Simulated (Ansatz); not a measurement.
# BaSr2Ti3O9 (perovskite [001] superlattice) (P4mm): converging the G0W0 gap

Aim: see how the G0W0 gap of BaSr2Ti3O9 (perovskite [001] superlattice) (P4mm) on PBEsol moves with empty bands and screening cutoff, and what each rung costs.

Method: G0W0 on PBEsol, plane waves, PAW; PAW set soft_1, in Ansatz 0.2.0.

The structure was built from a prototype and need not be the compound's stable phase.

## (1) Starting point

The structure is tetragonal, space group P4mm (No. 99). The conventional cell has a = 3.912 Å, b = 3.912 Å, c = 11.838 Å, α = 90.00°, β = 90.00°, γ = 90.00°. Sr has 12 O at 2.70 to 2.80 Å nearest. Nearest to O lie 2 Ti at 1.85 to 2.04 Å and 4 Sr at 2.77 Å. Nearest to Ti lie 6 O at 1.86 to 2.04 Å. Nearest to O lie 2 Ti at 1.96 Å and 4 Sr at 2.70 to 2.82 Å. Nearest to Sr lie 12 O at 2.69 to 2.82 Å. Nearest to O lie 2 Ti at 1.86 to 2.04 Å and 4 Sr at 2.77 Å. It derives from SrTiO3. Farther neighbours and most contacts between anions are not listed.

The structure was relaxed with PBEsol. The runs that relaxed it are not among those shown. Spin-orbit coupling is left out unless a step names it.

## (2) 154 empty bands, screening to 52 eV

Now the one-shot GW correction: screening in the RPA, then the self-energy of the levels asked for. This step takes PAW set soft_1 files.

Contents of input.yaml:

```yaml
crystal:
  lattice:
    - [3.9123432176, 0.0, 0.0]
    - [0.0, 3.9123432176, 0.0]
    - [0.0, 0.0, 11.8381029905]
  atoms:
    - { symbol: Sr, position: [0.0, 0.0, 0.0869191166] }
    - { symbol: O, position: [0.5, 0.5, 0.0801360104] }
    - { symbol: Ti, position: [0.5, 0.5, 0.2527204528] }
    - { symbol: O, position: [0.5, 0.0, 0.244166961] }
    - { symbol: O, position: [0.0, 0.5, 0.244166961] }
    - { symbol: Sr, position: [0.0, 0.0, 0.4160386449] }
    - { symbol: O, position: [0.5, 0.5, 0.4094797844] }
    - { symbol: Ti, position: [0.5, 0.5, 0.5819432431] }
    - { symbol: O, position: [0.5, 0.0, 0.5715622087] }
    - { symbol: O, position: [0.0, 0.5, 0.5715622087] }
    - { symbol: Ba, position: [0.0, 0.0, 0.74974787] }
    - { symbol: O, position: [0.5, 0.5, 0.7421089578] }
    - { symbol: Ti, position: [0.5, 0.5, 0.9241821691] }
    - { symbol: O, position: [0.5, 0.0, 0.9174443591] }
    - { symbol: O, position: [0.0, 0.5, 0.9174443591] }
kpoints:
  mp_grid: { grid: [6, 6, 2] }
hamiltonian:
  xc: pbesol
  pseudopotentials: { kind: paw, azcp: { folder: soft_1 }, xc_functional: pbe }
scf:
  occupations: { method: fixed }
gw:
  n_empty_bands: 154
  ecut_chi: 52
  qp_bands: [v4, c4]
  qp_kpoints: band_edges
  screening: { model: contour_deformation }
```

Run with:

```sh
$ ansatz run input.yaml --threads 3 --pin off --max-ram 92160MiB --backend cuda --events-out ev --progress --plain --runs-dir out --devices 1 --max-vram 13GiB
```

Numbers of over 12 decimals in the logs are rounded to 6 here.

Log:

```text
GPUs: using 1 of 1 available (devices: 1).
Engine: ansatz 0.2.0, x86_64-unknown-linux-gnu
Pseudopotentials: kind: paw
Pseudopotential: Sr, paw, valence charge 10, recommended cutoff 420 eV (normal), soft_1/Sr.paw.azcp
Pseudopotential: O, paw, valence charge 6, recommended cutoff 420 eV (normal), soft_1/O.paw.azcp
Pseudopotential: Ti, paw, valence charge 12, recommended cutoff 420 eV (normal), soft_1/Ti.paw.azcp
Pseudopotential: Ba, paw, valence charge 10, recommended cutoff 420 eV (normal), soft_1/Ba.paw.azcp
Functional definition: PBEsol
  exchange = pbesol_x
  correlation = pbesol_c
device memory: the entry about to start is reckoned to put 3.6 GiB on a device that reports 51.3 GiB free (of which the cap on the GPU budget leaves the run 13.0 GiB)
GPU FFT provider: cuFFT
GPU libraries: cuBLAS 13.8.2, cuFFT 12.4.0, cuSOLVER 12.3.4
Crystal: 15 atoms, lattice volume = 181.199 Å³
Basis set: ecut = 420 eV, 3567 PW (Γ)
Bands: 75, of which v1, the nominal top of the filled ones, is band 60 counted from 1 (59 counted from 0)
Symmetry: 8 space group operations
Space group: P4mm (ITA 99), of the structure as read, at distance tolerance 5.7e-5 Å
k-points: 20 of 72
Non-local potential: Sr, projectors of the file, l = 0: 3, l = 1: 2, l = 2: 2
Non-local potential: O, projectors of the file, l = 0: 2, l = 1: 2, l = 2: 1
Non-local potential: Ti, projectors of the file, l = 0: 3, l = 1: 2, l = 2: 3, l = 3: 1
Non-local potential: Ba, projectors of the file, l = 0: 3, l = 1: 2, l = 2: 2, l = 3: 2
PAW form: soft (Blöchl's): semilocal exchange-correlation on the pseudo side does not see the compensation charge
PAW frozen core: Sr, regenerated for the run's functional, and the local potential with it (the file was generated under x = pbe(κ = 0.804, μ = 0.219515), c = pbe(β = 0.066725))
PAW frozen core: O, regenerated for the run's functional, and the local potential with it (the file was generated under x = pbe(κ = 0.804, μ = 0.219515), c = pbe(β = 0.066725))
PAW frozen core: Ti, regenerated for the run's functional, and the local potential with it (the file was generated under x = pbe(κ = 0.804, μ = 0.219515), c = pbe(β = 0.066725))
PAW frozen core: Ba, regenerated for the run's functional, and the local potential with it (the file was generated under x = pbe(κ = 0.804, μ = 0.219515), c = pbe(β = 0.066725))
PAW one-centre angular grid: Sr, 110 points (default); XC on 64 Gauss nodes
PAW one-centre angular grid: O, 110 points (default); XC on 64 Gauss nodes
PAW one-centre angular grid: Ti, 590 points (default); XC on 64 Gauss nodes
PAW one-centre angular grid: Ba, 194 points (default); XC on 64 Gauss nodes
Initial density: superposition of atomic densities (chi_scale 0.1, normalization cell, long waves kept (reshape's long-wave potential 0.31 eV rms))
Initial wavefunctions: pseudopotential atomic-orbital guess
GPU buffer pool allocated for 58320 grid points (all kernels)
GPU transforms: local potential and band sums: pruned to the plane-wave sphere, on 27×27×80
Functional: x = pbesol(κ = 0.804, μ = 0.123457), c = pbesol(β = 0.046)
SCF iter   1: F=—  HF=-25343.342737 eV  |F-HF|=—  |Δ(HF+E_count)|=         —  Δρ=5.43e-2  dr2=6.42e0  ethr=3.10e-3  ⟨swp⟩=4.9  Hψ=5367  notcnv=0  defer=221
preconditioner: auto → Resta (q_TF=auto, 2.547 Å⁻¹)  ε∞=5.5  [insulator: Δε(μ)=1.091 eV  Ē_g=12.322 eV  n_scr=56 (ndim 8)  ℏωp=26.2 eV  f_vac=0.000  ε∞_Penn≈5.5]
SCF iter   2: F=—  HF=-25342.387515 eV  |F-HF|=—  |Δ(HF+E_count)|=   9.55e-1  Δρ=2.61e-2  dr2=1.60e0  ethr=3.10e-3  ⟨swp⟩=3.0  Hψ=2399  notcnv=0  defer=180
SCF iter   3: F=—  HF=-25342.251372 eV  |F-HF|=—  |Δ(HF+E_count)|=   1.36e-1  Δρ=1.86e-2  dr2=6.39e-1  ethr=1.33e-3  ⟨swp⟩=2.8  Hψ=2495  notcnv=0  defer=220
SCF iter   4: F=—  HF=-25342.167424 eV  |F-HF|=—  |Δ(HF+E_count)|=   8.39e-2  Δρ=6.29e-3  dr2=6.95e-2  ethr=5.33e-4  ⟨swp⟩=2.1  Hψ=2489  notcnv=0  defer=171
SCF iter   5: F=—  HF=-25342.165614 eV  |F-HF|=—  |Δ(HF+E_count)|=   1.81e-3  Δρ=2.12e-3  dr2=6.69e-3  ethr=5.79e-5  ⟨swp⟩=2.1  Hψ=2107  notcnv=0  defer=255
SCF iter   6: F=—  HF=-25342.166926 eV  |F-HF|=—  |Δ(HF+E_count)|=   1.31e-3  Δρ=1.39e-3  dr2=2.92e-3  ethr=5.57e-6  ⟨swp⟩=2.0  Hψ=2299  notcnv=0  defer=260
SCF iter   7: F=—  HF=-25342.166671 eV  |F-HF|=—  |Δ(HF+E_count)|=   2.55e-4  Δρ=2.21e-4  dr2=7.07e-5  ethr=2.43e-6  ⟨swp⟩=2.0  Hψ=2208  notcnv=0  defer=259
SCF iter   8: F=—  HF=-25342.166742 eV  |F-HF|=—  |Δ(HF+E_count)|=   7.19e-5  Δρ=1.42e-4  dr2=4.18e-5  ethr=5.89e-8  ⟨swp⟩=2.0  Hψ=2415  notcnv=0  defer=176
SCF iter   9: F=—  HF=-25342.166740 eV  |F-HF|=—  |Δ(HF+E_count)|=   2.50e-6  Δρ=5.49e-5  dr2=4.91e-6  ethr=3.48e-8  ⟨swp⟩=2.0  Hψ=2209  notcnv=0  defer=134
SCF iter  10: F=—  HF=-25342.166740 eV  |F-HF|=—  |Δ(HF+E_count)|=   2.63e-7  Δρ=1.63e-5  dr2=5.31e-7  ethr=4.09e-9  ⟨swp⟩=2.0  Hψ=2139  notcnv=0  defer=135
SCF iter  11: F=—  HF=-25342.166740 eV  |F-HF|=—  |Δ(HF+E_count)|=   1.67e-7  Δρ=7.39e-6  dr2=1.12e-7  ethr=8.33e-11  ⟨swp⟩=15.2  Hψ=7500  notcnv=0
SCF iter  12: F=-25342.166740 eV  HF=-25342.166740 eV  |F-HF|=4.30e-8  |Δ(HF+E_count)|=   3.57e-8  Δρ=5.86e-6  dr2=5.36e-8  ethr=8.33e-11  ⟨swp⟩=3.0  Hψ=3055  notcnv=0
SCF 1 converged in 12 iterations: F = -25342.166740 eV  dr2 = 5.36e-8
[...]
ik  band        ε_KS         Σx   Σc(E_QP)       V_xc       Z   E_QP_lin       E_QP  E_QP is
     0    57      9.4906   -25.9000     4.8600   -21.0297  0.7384     9.4803     9.4803  root
     0    58      9.7009   -26.1807     4.8111   -21.4038  0.7407     9.7351     9.7352  root
     0    59      9.7259   -25.8211     4.6533   -21.2164  0.7413     9.7744     9.7744  root
     0    60      9.7259   -25.8211     4.6533   -21.2164  0.7413     9.7744     9.7744  root
     0    61     11.9828   -12.6061    -5.8238   -20.2887  0.7519    13.9181    13.8417  root
     0    62     12.0787   -12.8162    -5.9584   -20.6669  0.7478    14.0522    13.9710  root
     0    63     12.1309   -12.8158    -5.9985   -20.7181  0.7474    14.1177    14.0346  root
     0    64     12.1872   -13.0448    -5.5469   -20.4153  0.7507    14.0848    14.0108  root
     1    57      9.6037   -25.9109     4.7622   -21.1677  0.7398     9.6228     9.6228  root
     1    58      9.6037   -25.9109     4.7622   -21.1677  0.7398     9.6228     9.6228  root
     1    59      9.6568   -25.8179     4.7207   -21.1320  0.7402     9.6917     9.6917  root
     1    60      9.6568   -25.8179     4.7207   -21.1320  0.7402     9.6917     9.6917  root
     1    61     12.0142   -12.6767    -5.8802   -20.4259  0.7503    13.9610    13.8833  root
     1    62     12.0260   -12.6753    -5.8632   -20.4122  0.7506    13.9780    13.8996  root
     1    63     12.1523   -12.8869    -6.0374   -20.8370  0.7461    14.1494    14.0651  root
     1    64     12.6621   -13.7340    -5.6116   -21.1859  0.7407    14.5838    14.5024  root
     2    57      9.1689   -25.4547     4.6468   -20.8256  0.7371     9.1866     9.1866  root
     2    58      9.2241   -25.1524     4.8527   -20.2588  0.7304     9.1832     9.1833  root
     2    59      9.5130   -25.5313     4.5123   -21.0846  0.7403     9.5786     9.5787  root
     2    60      9.6109   -26.0126     4.7829   -21.2602  0.7401     9.6414     9.6414  root
     2    61     12.2164   -13.0969    -5.5967   -20.5280  0.7496    14.1264    14.0507  root
     2    62     12.5590   -13.6199    -5.6945   -21.1492  0.7403    14.4741    14.3937  root
     2    63     12.6062   -13.5998    -5.6541   -21.0997  0.7421    14.5321    14.4519  root
     2    64     12.6123   -13.6867    -5.8221   -21.3689  0.7378    14.5577    14.4724  root
[...]
4    62     13.4583   -14.3664    -6.2090   -22.4566  0.7194    15.4547    15.3395  root ?
     4    63     13.4799   -14.4153    -6.1703   -22.4495  0.7187    15.4589    15.3438  root ?
     4    64     13.4927   -14.4722    -6.0639   -22.4021  0.7210    15.4706    15.3588  root ?
[...]
5    63     13.4840   -14.4598    -6.1824   -22.5017  0.7178    15.4593    15.3434  root ?
     5    64     13.5108   -14.5201    -6.1629   -22.5421  0.7172    15.4873    15.3699  root ?
[...]
6    62     13.4993   -14.4393    -6.2544   -22.5865  0.7180    15.5100    15.3921  root ?
     6    63     13.6512   -14.4505    -6.2902   -22.6397  0.7169    15.6724    15.5502  root ?
     6    64     13.8923   -14.7405    -6.4900   -23.0968  0.7060    15.8948    15.7586  root ?
[...]
7    63     13.8929   -14.7341    -6.5034   -23.1050  0.7059    15.8973    15.7605  root ?
     7    64     13.9224   -14.8007    -6.4912   -23.1578  0.7049    15.9275    15.7883  root ?
[...]
10    62     13.5016   -14.4498    -6.1357   -22.4594  0.7200    15.4893    15.3754  root ?
    10    63     13.5643   -13.8632    -6.3448   -22.0711  0.7197    15.5427    15.4276  root ?
    10    64     13.5940   -14.2206    -6.3714   -22.4819  0.7175    15.6039    15.4839  root ?
[...]
11    63     13.5761   -13.9970    -6.3565   -22.2235  0.7187    15.5627    15.4460  root ?
    11    64     13.5927   -13.9140    -6.2953   -22.0750  0.7206    15.5726    15.4584  root ?
[...]
12    62     13.6521   -14.4119    -6.3789   -22.6864  0.7154    15.6707    15.5476  root ?
    12    63     13.7698   -14.3272    -6.4280   -22.6587  0.7151    15.7992    15.6733  root ?
    12    64     13.9285   -14.5945    -6.5485   -23.0256  0.7069    15.9470    15.8112  root ?
[...]
13    63     13.9621   -14.3584    -6.6752   -22.9123  0.7056    15.9757    15.8408  root ?
    13    64     13.9742   -14.2676    -6.6228   -22.7747  0.7081    15.9916    15.8586  root ?
[...]
14    61     13.4426   -14.2906    -6.1937   -22.3762  0.7221    15.4483    15.3346  root ?
    14    62     13.5900   -14.6138    -6.2032   -22.6985  0.7165    15.5910    15.4715  root ?
    14    63     13.9118   -13.4110    -6.8452   -22.1389  0.7118    15.9263    15.7944  root ?
    14    64     14.0124   -14.2240    -6.7428   -22.8532  0.7066    16.0374    15.8989  root ?
[...]
18    57      9.7751   -25.4728     5.0109   -20.4003  0.7329     9.7133     9.7134  root
    18    58     10.0455   -25.7880     5.0661   -20.6944  0.7330    10.0180    10.0180  root
    18    59     10.0857   -25.8856     5.0755   -20.7969  0.7332    10.0725    10.0725  root
    18    60     10.1206   -25.9178     5.0582   -20.8324  0.7338    10.0933    10.0934  root
    18    61     13.9533   -14.7714    -6.5252   -23.1868  0.7062    15.9826    15.8435  root ?
    18    62     13.9533   -14.7714    -6.5252   -23.1868  0.7062    15.9826    15.8435  root ?
    18    63     14.3613   -14.6210    -6.9502   -23.4619  0.6953    16.4057    16.2520  root ?
    18    64     14.3613   -14.6210    -6.9502   -23.4619  0.6953    16.4057    16.2520  root ?
    19    57     10.0356   -25.8926     5.0474   -20.8206  0.7343    10.0111    10.0111  root
    19    58     10.0550   -25.8107     5.0641   -20.7221  0.7332    10.0306    10.0306  root
    19    59     10.0698   -25.8423     5.0743   -20.7474  0.7330    10.0491    10.0491  root
    19    60     10.1265   -25.9390     5.0612   -20.8558  0.7338    10.1045    10.1045  root
    19    61     14.0704   -14.6345    -6.6634   -23.1861  0.7033    16.0985    15.9587  root ?
    19    62     14.0704   -14.6345    -6.6634   -23.1861  0.7033    16.0985    15.9587  root ?
    19    63     14.0955   -14.7500    -6.6344   -23.2816  0.7036    16.1350    15.9927  root ?
    19    64     14.0955   -14.7500    -6.6344   -23.2816  0.7036    16.1350    15.9927  root ?
[key lines of the parts left out:]
SCF converged after 12 iterations
Free energy (F): -25342.166740 eV
Fermi energy:    10.126543 eV
```

Wall time 55 s (1 × NVIDIA H100 80GB HBM3 (shared by 6 runs) with 3 threads of AMD EPYC 7R13 (Zen 3), shared host); peak memory 1.6 GiB.

This step gave:

- bands summed: 214
- RPA ε∞ on this mesh (eigenvalues): 5.881, 6.224, 6.224
- plane waves in the screening matrix: 161
- q-points in the mesh: 72
- G0W0 gap on the mesh: 3.737 eV
- k of the valence top: -0.5, -0.5, -0.5
- k of the conduction bottom: 0, 0, 0
- starting gap on the mesh: 1.856 eV
- Z at the valence top: 0.7338
- Z at the conduction bottom: 0.7519
- least direct G0W0 gap on the computed points: 4.067 eV

The gap on the mesh goes from 1.86 eV to 3.74 eV, a correction of +1.88 eV. Between the two edge states, bare exchange in place of the xc potential would open the gap by 12.77 eV, and correlation takes back 10.89 eV.

## (3) 609 empty bands, screening to 130 eV

Another rung: the empty bands reach about as high as the screening cutoff, so the two stay in balance.

input.yaml: that of step 2 with these lines changed.

```diff
@@ -29,4 +29,4 @@
 gw:
-  n_empty_bands: 154
-  ecut_chi: 52
+  n_empty_bands: 609
+  ecut_chi: 130.0
   qp_bands: [v4, c4]
```

Log:

```text
GPUs: using 1 of 1 available (devices: 1).
[...]
GPU FFT provider: cuFFT
GPU libraries: cuBLAS 13.8.2, cuFFT 12.4.0, cuSOLVER 12.3.4
Crystal: 15 atoms, lattice volume = 181.199 Å³
Basis set: ecut = 420 eV, 3567 PW (Γ)
Bands: 75, of which v1, the nominal top of the filled ones, is band 60 counted from 1 (59 counted from 0)
Symmetry: 8 space group operations
[...]
k-points: 20 of 72
[...]
GPU buffer pool allocated for 58320 grid points (all kernels)
[...]
SCF iter   1: F=—  HF=-25343.342737 eV  |F-HF|=—  |Δ(HF+E_count)|=         —  Δρ=5.43e-2  dr2=6.42e0  ethr=3.10e-3  ⟨swp⟩=4.9  Hψ=5367  notcnv=0  defer=221
[...]
SCF iter  12: F=-25342.166740 eV  HF=-25342.166740 eV  |F-HF|=4.30e-8  |Δ(HF+E_count)|=   3.57e-8  Δρ=5.86e-6  dr2=5.36e-8  ethr=8.33e-11  ⟨swp⟩=3.0  Hψ=3055  notcnv=0
SCF 1 converged in 12 iterations: F = -25342.166740 eV  dr2 = 5.36e-8
[...]
NSCF: frozen V_eff on 20 k-points
[...]
G₀W₀ screening: q 1/20
[... further progress lines ...]
SCF converged after 12 iterations
Free energy (F): -25342.166740 eV
[...]
Internal energy: -25342.166740 eV  (E = F + TS)
E sigma→0 (E₀):  -25342.166740 eV
Fermi energy:    10.126543 eV
[...]
--- Band table (eV; the first three rows and the last of 20) ---
  k-point 0: bands = [... 56 lower, 9.4906, 9.7009, 9.7259, 9.7259, 11.9828, 12.0787, 12.1309, 12.1872, ... 11 higher]
  k-point 1: bands = [... 56 lower, 9.6037, 9.6037, 9.6568, 9.6568, 12.0142, 12.0260, 12.1523, 12.6621, ... 11 higher]
  k-point 2: bands = [... 56 lower, 9.1689, 9.2241, 9.5130, 9.6109, 12.2164, 12.5590, 12.6062, 12.6123, ... 11 higher]
  k-point 19: bands = [... 56 lower, 10.0356, 10.0550, 10.0698, 10.1265, 14.0704, 14.0704, 14.0955, 14.0955, ... 11 higher]
[...]
0    57      9.4906   -25.9000     4.4762   -21.0297  0.7291     9.0936     9.0966  root
     0    58      9.7009   -26.1807     4.4141   -21.4038  0.7312     9.3357     9.3381  root
     0    59      9.7259   -25.8211     4.2554   -21.2164  0.7315     9.3745     9.3766  root
     0    60      9.7259   -25.8211     4.2554   -21.2164  0.7315     9.3745     9.3766  root
     0    61     11.9828   -12.6061    -6.3897   -20.2887  0.7445    13.3070    13.2757  root
     0    62     12.0787   -12.8162    -6.5324   -20.6669  0.7403    13.4310    13.3971  root
     0    63     12.1309   -12.8158    -6.5729   -20.7181  0.7399    13.4951    13.4603  root
     0    64     12.1872   -13.0448    -6.0988   -20.4153  0.7431    13.4891    13.4590  root
[...]
19    61     14.0704   -14.6345    -7.2353   -23.1861  0.6932    15.4456    15.3867  root
    19    62     14.0704   -14.6345    -7.2353   -23.1861  0.6932    15.4456    15.3867  root
    19    63     14.0955   -14.7500    -7.2037   -23.2816  0.6936    15.4832    15.4234  root
    19    64     14.0955   -14.7500    -7.2037   -23.2816  0.6936    15.4832    15.4234  root
```

Elapsed: 3.5 min, on 1 × NVIDIA H100 80GB HBM3 (shared by 6 runs) with 3 threads; peak memory 3.5 GiB.

Numbers from this step:

- bands summed: 669
- RPA ε∞ on this mesh (eigenvalues): 5.782, 6.125, 6.125
- plane waves in the screening matrix: 619
- q-points in the mesh: 72
- G0W0 gap on the mesh: 3.530 eV
- k of the valence top: -0.5, -0.5, -0.5
- k of the conduction bottom: 0, 0, 0
- starting gap on the mesh: 1.856 eV
- Z at the valence top: 0.7225
- Z at the conduction bottom: 0.7445
- least direct G0W0 gap on the computed points: 3.899 eV

Against the run with 6×6×2 mesh, 154 empty bands, screening to 52 eV, PAW set soft_1 files, the gap moves by −0.21 eV.

## (4) The runs together

Times are wall times on 1 × NVIDIA H100 80GB HBM3 (shared by 6 runs) with 3 threads of AMD EPYC 7R13 (Zen 3), shared host, good to a factor of about two.

```csv
mesh,files,frequency,bands summed,cutoff (eV),start (eV),G0W0 (eV),time,host memory (GiB)
6×6×2,PAW set soft_1,contour deformation,214,52,1.856,3.737,55 s,1.6
6×6×2,PAW set soft_1,contour deformation,669,130,1.856,3.530,3.5 min,3.5
```

The parts of the quasiparticle energy at the two band edges (eV; QP = start + Σx + Σc − Vxc):

```csv
run,edge,start,Σx,Σc,Vxc,Z,QP
214 bands,valence top,10.13,-25.94,5.06,-20.86,0.73,10.10
214 bands,conduction bottom,11.98,-12.61,-5.82,-20.29,0.75,13.84
669 bands,valence top,10.13,-25.94,4.70,-20.86,0.72,9.75
669 bands,conduction bottom,11.98,-12.61,-6.39,-20.29,0.74,13.28
```

## (5) Outcome

```yaml
214_bands_52_ev: 3.737 eV
669_bands_130_ev: 3.530 eV
estimated_limit_in_bands_and_cutoff: 3.43 eV
mesh_and_start: 6×6×2, PBEsol
```

In words: A line in one over the bands through the two rungs gives 3.43 eV, −0.10 eV from the top rung; with two points alone it is an unchecked estimate. The rungs stand 0.30 eV (214 bands) and 0.10 eV (669 bands) from it. From 214 to 669 bands the gap moves by −0.21 eV while the time grows 3.8-fold. Σc changes by −0.36 eV at the valence top and −0.57 eV at the conduction bottom, so the levels themselves move more than the gap between them. The many-body steps are scalar-relativistic: spin-orbit coupling is not in them.

[Paths, hosts, dates, memory and timing lines, banners, echoed tables and standing remarks are left out of the program output.]

[Logs are printed without paths, hosts, clocks, repeated set-up lines and the standing remarks that a program may print on its own settings, such as how far it seeks lower states.]

[Runs of the session that timed out or met a known fault of the program may be left out.]

[Cells called generated may have been cut or substituted from an entry of the Crystallography Open Database or the Materials Project.]

[Hosts, paths, dates, database ids (printed as entryN), source tags and the programs' standing remarks are cut or masked in the printed files.]
